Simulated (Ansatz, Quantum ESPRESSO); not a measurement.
# Complex bands of CdTe, zinc blende type, lattice constant set to 6.325 Å, part 4 of 4

Wanted: the complex band structure of CdTe, zinc blende type, lattice constant set to 6.325 Å, as for a tunnel barrier.

Quantum ESPRESSO 7.5; plane-wave DFT, LDA, GBRV ultrasoft pseudopotentials; cross-check by Ansatz 0.2.0 with PAW datasets.

So far. Step 2 (Ground state): The run needed 11 iterations to bring the estimated error under 1e-09 Ry.

**5. The same in Ansatz**

As a check, the same structure is run in Ansatz.

Level of this step: plane-wave DFT, LDA, Ansatz PAW (Ansatz 0.2.0).

Contents of input.yaml:

```yaml
crystal:
  lattice:
    - [4.472450391, 0.0, 0.0]
    - [0.0, 4.472450391, 0.0]
    - [0.0, 0.0, 6.325]
  atoms:
    - { symbol: Cd, position: [0.0, 0.0, 0.0] }
    - { symbol: Te, position: [0.5, 0.0, 0.25] }
    - { symbol: Cd, position: [0.5, 0.5, 0.5] }
    - { symbol: Te, position: [0.0, 0.5, 0.75] }
kpoints:
  mp_grid: { grid: [6, 6, 4] }
hamiltonian:
  xc: lda
scf:
  occupations: { method: fixed }
  convergence: { dr2_threshold: 1.0e-09 }
output:
  transmission:
    leads: [[0, 0]]
    kpoints: [[0, 0], [0.5, 0], [0.5, 0.5], [0.25, 0]]
    e_range: [-2.04, 4.93]
    de: 0.17
```

The run is started by

```console
ansatz run input.yaml --threads 2 --pin off --max-ram 4096MiB --backend cpu --events-out ev --progress --plain --runs-dir out
```

Numbers of over 12 decimals in the logs are rounded to 6 here.

Output:

```text
Engine: ansatz 0.2.0, x86_64-unknown-linux-gnu
Pseudopotentials: kind: paw
Pseudopotential: Cd, paw, valence charge 20, recommended cutoff 420 eV (normal), Cd.paw.azcp
Pseudopotential: Te, paw, valence charge 16, recommended cutoff 420 eV (normal), Te.paw.azcp
Functional definition: SPW92
  exchange = slater_x
  correlation = pw_c
Crystal: 4 atoms, lattice volume = 126.518 Å³
Basis set: ecut = 420 eV, 2477 PW (Γ)
Bands: 44, of which v1, the nominal top of the filled ones, is band 36 counted from 1 (35 counted from 0)
Symmetry: 16 space group operations
Space group: F-43m (ITA 216), of the structure as read, at distance tolerance 5.0e-5 Å
k-points: 30 of 144 (time reversal used)
Non-local potential: Cd, projectors of the file, l = 0: 3, l = 1: 2, l = 2: 2, l = 3: 1
Non-local potential: Te, projectors of the file, l = 0: 2, l = 1: 2, l = 2: 2, l = 3: 2
PAW form: soft (Blöchl's): semilocal exchange-correlation on the pseudo side does not see the compensation charge
PAW frozen core: Cd, regenerated for the run's functional, and the local potential with it (the file was generated under x = pbe(κ = 0.804, μ = 0.219515), c = pbe(β = 0.066725))
PAW frozen core: Te, regenerated for the run's functional, and the local potential with it (the file was generated under x = pbe(κ = 0.804, μ = 0.219515), c = pbe(β = 0.066725))
PAW one-centre angular grid: Cd, 590 points (default); XC on 64 Gauss nodes
PAW one-centre angular grid: Te, 590 points (default); XC on 64 Gauss nodes
Initial density: superposition of atomic densities (neutral atoms: chi_scale 0, normalization atom), corrected by the library's trained network
Initial wavefunctions: pseudopotential atomic-orbital guess
Functional: x = slater, c = lda
SCF iter   1: F=—  HF=-29891.600140 eV  |F-HF|=—  |Δ(HF+E_count)|=         —  Δρ=6.47e-3  dr2=3.69e-2  ethr=1.77e-3  ⟨swp⟩=5.0  Hψ=4182  notcnv=0  defer=176
preconditioner: auto → Resta (q_TF=auto, 2.484 Å⁻¹)  ε∞=3.9  [insulator: Δε(μ)=0.698 eV  Ē_g=11.570 eV  n_scr=36 (ndim 8)  ℏωp=19.8 eV  f_vac=0.170  ε∞_Penn≈3.9]
SCF iter   2: F=—  HF=-29891.588441 eV  |F-HF|=—  |Δ(HF+E_count)|=   1.17e-2  Δρ=2.61e-3  dr2=6.63e-3  ethr=5.12e-5  ⟨swp⟩=2.1  Hψ=2180  notcnv=0  defer=180
SCF iter   3: F=—  HF=-29891.587279 eV  |F-HF|=—  |Δ(HF+E_count)|=   1.16e-3  Δρ=8.04e-4  dr2=7.08e-4  ethr=9.21e-6  ⟨swp⟩=2.4  Hψ=1850  notcnv=0  defer=180
SCF iter   4: F=—  HF=-29891.587281 eV  |F-HF|=—  |Δ(HF+E_count)|=   2.21e-6  Δρ=1.87e-4  dr2=6.56e-5  ethr=9.83e-7  ⟨swp⟩=1.9  Hψ=1916  notcnv=0  defer=172
SCF iter   5: F=—  HF=-29891.587294 eV  |F-HF|=—  |Δ(HF+E_count)|=   1.30e-5  Δρ=6.38e-5  dr2=7.22e-6  ethr=9.11e-8  ⟨swp⟩=2.3  Hψ=1654  notcnv=0  defer=123
SCF iter   6: F=—  HF=-29891.587297 eV  |F-HF|=—  |Δ(HF+E_count)|=   2.43e-6  Δρ=1.30e-5  dr2=2.52e-7  ethr=1.00e-8  ⟨swp⟩=2.0  Hψ=1421  notcnv=0  defer=110
SCF iter   7: F=—  HF=-29891.587303 eV  |F-HF|=—  |Δ(HF+E_count)|=   5.87e-6  Δρ=2.57e-6  dr2=8.92e-9  ethr=3.51e-10  ⟨swp⟩=2.1  Hψ=2067  notcnv=0  defer=86
SCF iter   8: F=-29891.587303 eV  HF=-29891.587303 eV  |F-HF|=1.46e-11  |Δ(HF+E_count)|=   4.03e-9  Δρ=6.01e-7  dr2=7.15e-10  ethr=1.39e-12  ⟨swp⟩=11.2  Hψ=5815  notcnv=0
SCF 1 converged in 8 iterations: F = -29891.587303 eV  dr2 = 7.15e-10
  greatest PAW one-centre occupation: 1.000 electrons in one spin orbital (limit 2), on the Cd atom at site 2 (counted from 0), in its partial waves of l = 0
transmission: 8 of 32 steps passed
transmission: 16 of 32 steps passed
transmission: 24 of 32 steps passed
transmission: 32 of 32 steps passed
SCF converged after 8 iterations
Free energy (F): -29891.587303 eV
Harris-Foulkes:  -29891.587303 eV  (|F-HF|=1.46e-11)
Internal energy: -29891.587303 eV  (E = F + TS)
E sigma→0 (E₀):  -29891.587303 eV
Fermi energy:    8.222566 eV
--- Per-component energies (eV) ---
  E_band       = -1537.782635
  E_kinetic    = 1377.040345
  E_local      = -10540.810080  (includes V_loc(G=0)·N_el)
  E_nonlocal   = -527.867984
  E_hartree    = 5328.322500
  E_xc         = -600.250919
  E_vxc        = -654.561834  (∫ρ·V_xc dr)
  E_paw        = -16915.127076  (= ΣΔE_a)
  E_vpaw       = -1848.226041  (= ΣTr[D̂ρ^β])
  E_aug_tail   = -0.000398  (compensation charges beyond the density's cutoff)
  E_ewald      = -8015.784152
  E_core_change = 2.890460  (= ΣΔE_core)
  E_smearing   = -0.000000  (= −TS)
  E_closure    = -0.000000  (closes the sum)
  Σ components = -29891.587303   (vs F -29891.587303, Δ=0.00e0)
--- Band table (eV; the first three rows and the last of 30) ---
  k-point 0: bands = [... 32 lower, 6.0764, 8.2219, 8.2226, 8.2226, 8.9554, 10.5161, 10.7558, 12.7044, ... 4 higher]
  k-point 1: bands = [... 32 lower, 6.3145, 6.8678, 7.7786, 7.7786, 10.3275, 10.6113, 11.0797, 12.0249, ... 4 higher]
  k-point 2: bands = [... 32 lower, 6.9595, 6.9595, 6.9595, 6.9595, 11.0760, 11.0760, 11.4144, 11.4144, ... 4 higher]
  k-point 29: bands = [... 32 lower, 5.5698, 5.5698, 5.6638, 5.6638, 12.6277, 12.6277, 12.7696, 12.7696, ... 4 higher]
--- Transmission ---
  basis      : 177 plane waves across, 8 finite elements along
  points     : 4, as listed
  energies   : 42 from -2.040000 to 4.930000 eV about the Fermi level, 0.170000 eV apart; the leads are filled to 0.366441 eV, and channels, transmission and decay are at 0.340000 eV
  crystal 0  : Te2Cd2, at the sites [0, 0], period 6.3250 Å: whole cells are its period
    offset         : up to 0.0000 Å between an atom of the period and one for which it stands
    channels       : 0.000000e0 a spin
    conductance    : none, the energies end too early or step too widely for 300 K: set another output.transmission.e_range or a lower de, or, where they end at an eighth of basis.ecutwfc, a higher one
    slowest decay  : 0.0525 /Å at (0.0000, 0.0000)
```

The job ended after 22 s (2 threads of Intel Xeon Platinum 8488C (Sapphire Rapids), shared host; peak memory 0.67 GiB; 43 s of CPU time).

This step gave:

| Property | Result |
| --- | --- |
| free energy | -29891.5873 eV |
| gap by band count | 0.7329 eV |
| symmetry operations | 16 |
| slowest decay at the grid energy nearest mid-gap | 0.0525 Å⁻¹ |
| peak of the smallest κ at the zone centre | 0.05248 Å⁻¹ |
| peak of the smallest κ at (1/2, 0) | 0.1875 Å⁻¹ |
| peak of the smallest κ at (1/4, 0) | 0.1872 Å⁻¹ |
| valence top, on the run's zero | 8.223 eV |

K across = (0, 0) in the cell's reciprocal vectors; values within 0.0025 1/Å of each other count once, columns are sorted by size at each energy, a dash where no further value was kept. Table of Im kz of the slowest decaying states by energy, zero at the highest filled level of the SCF mesh:

```csv
energy (eV),decay 1 (Å⁻¹),decay 2 (Å⁻¹),decay 3 (Å⁻¹)
-2.04,1.09,1.35,-
-1.70,1.05,1.34,-
-1.36,0.998,1.32,-
-1.02,0.946,1.30,-
-0.68,0.891,1.28,-
-0.34,0.834,1.26,-
0.00,0.00238,0.776,-
0.34,0.0525,0.188,0.715
0.68,0.0271,0.250,0.650
1.02,0.287,0.579,1.16
1.36,0.310,0.500,1.14
1.53,0.317,0.456,1.13
1.87,0.326,0.350,1.10
2.21,0.181,0.327,1.07
2.55,0.320,1.05,-
2.89,0.307,1.02,-
3.23,0.0573,0.285,0.992
3.57,0.159,0.254,0.963
3.91,0.196,0.209,0.934
4.25,0.138,0.215,0.904
4.59,0.0795,0.223,0.873
4.93,0.147,0.222,0.841
```

K across = (0, 0) in the cell's reciprocal vectors. Re kz of states that move upwards against energy, zero at the highest filled level of the SCF mesh:

| energy (eV) | channel 1 (Å⁻¹) | channel 2 (Å⁻¹) | channel 3 (Å⁻¹) |
| --- | --- | --- | --- |
| -2.04 | -0.357 | 0.165 | 0.165 |
| -1.70 | -0.303 | 0.344 | 0.344 |
| -1.36 | -0.249 | 0.466 | 0.466 |
| -1.02 | -0.423 | -0.423 | -0.196 |
| -0.68 | -0.322 | -0.322 | -0.143 |
| -0.34 | -0.213 | -0.213 | -0.0873 |
| 0.00 | - | - | - |
| 0.34 | - | - | - |
| 0.68 | - | - | - |
| 1.02 | 0.0774 | - | - |
| 1.36 | 0.132 | - | - |
| 1.53 | 0.159 | - | - |
| 1.87 | 0.211 | - | - |
| 2.21 | 0.266 | - | - |
| 2.55 | 0.0497 | 0.326 | 0.359 |
| 2.89 | -0.479 | 0.264 | 0.410 |
| 3.23 | -0.412 | - | - |
| 3.57 | -0.308 | - | - |
| 3.91 | -0.221 | - | - |
| 4.25 | -0.128 | - | - |
| 4.59 | 0.0977 | 0.0977 | - |
| 4.93 | 0.205 | 0.205 | - |

K across = (1/2, 0) in the cell's reciprocal vectors; values within 0.0025 1/Å of each other count once, columns are sorted by size at each energy, a dash where no further value was kept. Im kz of the slowest decaying states against energy, zero at the highest filled level of the SCF mesh:

| energy (eV) | decay 1 (Å⁻¹) | decay 2 (Å⁻¹) | decay 3 (Å⁻¹) |
| --- | --- | --- | --- |
| -2.04 | 0.845 | - | - |
| -1.87 | 0.806 | 1.40 | - |
| -1.70 | 0.762 | 1.33 | - |
| -1.53 | 0.710 | 1.28 | - |
| -1.36 | 0.645 | 1.24 | - |
| -1.02 | 0.385 | 1.17 | - |
| -0.85 | 0.0519 | 0.303 | 1.13 |
| -0.68 | 0.105 | 0.491 | 1.10 |
| -0.51 | 0.135 | 0.562 | 1.07 |
| -0.34 | 0.155 | 0.603 | 1.05 |
| -0.17 | 0.169 | 0.629 | 1.02 |
| 0.00 | 0.179 | 0.647 | 0.991 |
| 0.17 | 0.185 | 0.659 | 0.964 |
| 0.34 | 0.187 | 0.666 | 0.938 |
| 0.68 | 0.184 | 0.672 | 0.885 |
| 0.85 | 0.177 | 0.672 | 0.859 |
| 1.02 | 0.166 | 0.669 | 0.833 |
| 1.19 | 0.151 | 0.666 | 0.807 |
| 1.36 | 0.129 | 0.660 | 0.781 |
| 1.53 | 0.0970 | 0.654 | 0.754 |
| 1.70 | 0.0264 | 0.646 | 0.727 |
| 1.87 | 0.637 | 0.700 | - |
| 2.04 | 0.627 | 0.672 | - |
| 2.21 | 0.616 | 0.643 | - |
| 2.55 | 0.583 | 0.590 | - |
| 2.72 | 0.550 | 0.576 | - |
| 2.89 | 0.516 | 0.560 | - |
| 3.06 | 0.479 | 0.543 | - |
| 3.23 | 0.0890 | 0.438 | 0.525 |
| 3.40 | 0.154 | 0.390 | 0.505 |
| 3.57 | 0.217 | 0.321 | 0.484 |
| 3.74 | 0.261 | 0.461 | 1.46 |
| 3.91 | 0.248 | 0.435 | 1.44 |
| 4.25 | 0.207 | 0.376 | 1.40 |
| 4.42 | 0.177 | 0.340 | 1.39 |
| 4.59 | 0.135 | 0.298 | 1.37 |
| 4.76 | 0.0530 | 0.248 | 1.35 |
| 4.93 | 0.179 | 1.33 | 1.46 |

K across = (1/2, 1/2) in the cell's reciprocal vectors; values within 0.0025 1/Å of each other count once, columns are sorted by size at each energy, a dash where no further value was kept. Im kz of the slowest decaying states against energy, zero at the highest filled level of the SCF mesh:

| energy (eV) | decay 1 (Å⁻¹) | decay 2 (Å⁻¹) | decay 3 (Å⁻¹) |
| --- | --- | --- | --- |
| -2.04 | 0.133 | 0.143 | - |
| -1.87 | 0.202 | 0.213 | - |
| -1.70 | 0.243 | 0.254 | - |
| -1.53 | 0.271 | 0.282 | - |
| -1.36 | 0.292 | 0.301 | - |
| -1.02 | 0.320 | 0.325 | - |
| -0.85 | 0.328 | 0.332 | - |
| -0.68 | 0.334 | - | - |
| -0.51 | 0.337 | 1.50 | - |
| -0.34 | 0.337 | 1.49 | - |
| -0.17 | 0.335 | 0.340 | 1.49 |
| 0.00 | 0.332 | 0.338 | 1.48 |
| 0.17 | 0.327 | 0.335 | 1.47 |
| 0.34 | 0.320 | 0.330 | 1.47 |
| 0.68 | 0.302 | 0.317 | 1.45 |
| 0.85 | 0.290 | 0.307 | 1.44 |
| 1.02 | 0.277 | 0.297 | 1.43 |
| 1.19 | 0.262 | 0.284 | 1.43 |
| 1.36 | 0.244 | 0.270 | 1.42 |
| 1.53 | 0.224 | 0.254 | 1.41 |
| 1.70 | 0.200 | 0.235 | 1.40 |
| 1.87 | 0.171 | 0.212 | 1.39 |
| 2.04 | 0.134 | 0.186 | 1.38 |
| 2.21 | 0.0775 | 0.152 | 1.37 |
| 2.55 | 1.36 | - | - |
| 2.72 | 1.35 | - | - |
| 2.89 | 1.34 | - | - |
| 3.06 | 1.33 | - | - |
| 3.23 | 1.32 | - | - |
| 3.40 | 1.31 | - | - |
| 3.57 | 1.30 | - | - |
| 3.74 | 1.29 | - | - |
| 3.91 | 1.27 | - | - |
| 4.25 | 1.25 | 1.49 | - |
| 4.42 | 0.0197 | 1.24 | 1.48 |
| 4.59 | 0.0224 | 0.0649 | 1.23 |
| 4.76 | 0.0446 | 0.0841 | 1.22 |
| 4.93 | 0.0521 | 0.0951 | 1.20 |

K across = (1/4, 0) in the cell's reciprocal vectors; values within 0.0025 1/Å of each other count once, columns are sorted by size at each energy, a dash where no further value was kept. The Im kz of the slowest decaying states by energy, zero at the highest filled level of the SCF mesh:

```
energy (eV)  decay 1 (Å⁻¹)  decay 2 (Å⁻¹)  decay 3 (Å⁻¹)
      -2.04         0.0869           0.28           1.26
      -1.87          0.111          0.165           1.25
      -1.70          0.122           1.24           1.25
      -1.53          0.125           1.23           1.24
      -1.36          0.120           1.21           1.22
      -1.02         0.0708           1.07           1.19
      -0.85           1.02           1.18           1.25
      -0.68          0.981           1.16           1.23
      -0.51          0.945           1.15           1.21
      -0.34         0.0964          0.910           1.13
      -0.17         0.0970          0.131          0.877
       0.00          0.154          0.200          0.844
       0.17          0.169          0.259          0.813
       0.34          0.179          0.302          0.781
       0.68          0.187          0.363          0.719
       0.85          0.186          0.386          0.687
       1.02          0.182          0.405          0.655
       1.19          0.173          0.421          0.621
       1.36          0.160          0.435          0.587
       1.53          0.141          0.447          0.551
       1.70          0.113          0.456          0.513
       1.87         0.0593          0.464          0.472
       2.04          0.426          0.470          0.862
       2.21          0.374          0.475          0.839
       2.55          0.106          0.225          0.481
       2.72          0.130          0.481          0.764
       2.89         0.0575          0.143          0.481
       3.06          0.138          0.151          0.478
       3.23          0.154          0.167          0.474
       3.40          0.152          0.181          0.467
       3.57          0.147          0.186          0.458
       3.74          0.138          0.183          0.444
       3.91          0.123          0.174          0.424
       4.25         0.0661          0.123          0.358
       4.42          0.265          0.308          0.519
       4.59          0.170          0.241          0.505
       4.76          0.135          0.212          0.493
       4.93          0.221          0.481          0.512
```

**6. A check by hand**

T falls as exp(−2κd). With κ = 0.051 1/Å, 10 Å of barrier pass exp(−2 × 0.051 × 10) = 0.36 of that channel, interfaces aside.

**7. Outcome**

| Property | Result |
| --- | --- |
| gap on the SCF mesh | 0.72 eV |
| smallest κ at mid-gap among the four k points, at the zone centre | 0.051 Å⁻¹ |
| peak of the smallest κ in the stop band at the zone centre | 0.052 Å⁻¹ |
| peak of the smallest κ in the stop band at (1/2, 0) | 0.185 Å⁻¹ |
| peak of the smallest κ in the stop band at (1/4, 0) | 0.185 Å⁻¹ |
| energy of the peak at the zone centre, over the highest filled level | 0.34 eV |
| peak at the zone centre by Ansatz | 0.052 Å⁻¹ |

What this shows: With a gap of 0.72 eV on the mesh, the smallest κ at mid-gap among the four k points, at the zone centre is 0.051 Å⁻¹ (LDA, GBRV ultrasoft). For a barrier with the Fermi level at mid-gap the slowest state found, at the zone centre, loses a factor of ten in probability every 22 Å or so. Stop bands away from the zone centre are mostly wider than the gap, so their peaks can lie above the conduction bottom. At the zone centre pwcond's peak is 0.052 and Ansatz's 0.052 1/Å, 1 % apart. The gap holds only 4 points of the energy grid, so peaks are resolved roughly. The cell is the a/√2 one, turned by 45°, with two primitive cells, so X along [001] folds onto kz = 0. A semilocal gap is too small, often by a third to a half and by more in narrow-gap crystals, so real barriers decay faster. Spin-orbit coupling is left out; depending on the atoms that carry the levels of interest, it can split and shift them by tens to hundreds of meV.

[Logs are printed without paths, hosts, clocks, repeated set-up lines and the standing remarks that a program may print on its own settings, such as how far it seeks lower states.]

[Hosts, paths, dates, database ids (printed as entryN), source tags and the programs' standing remarks are cut or masked in the printed files.]

[Maps of the electrostatic potential energy from Ansatz leave out the sawtooth potential of an applied field or a dipole correction, so their vacuum need not be flat; planar profiles and work functions include it.]
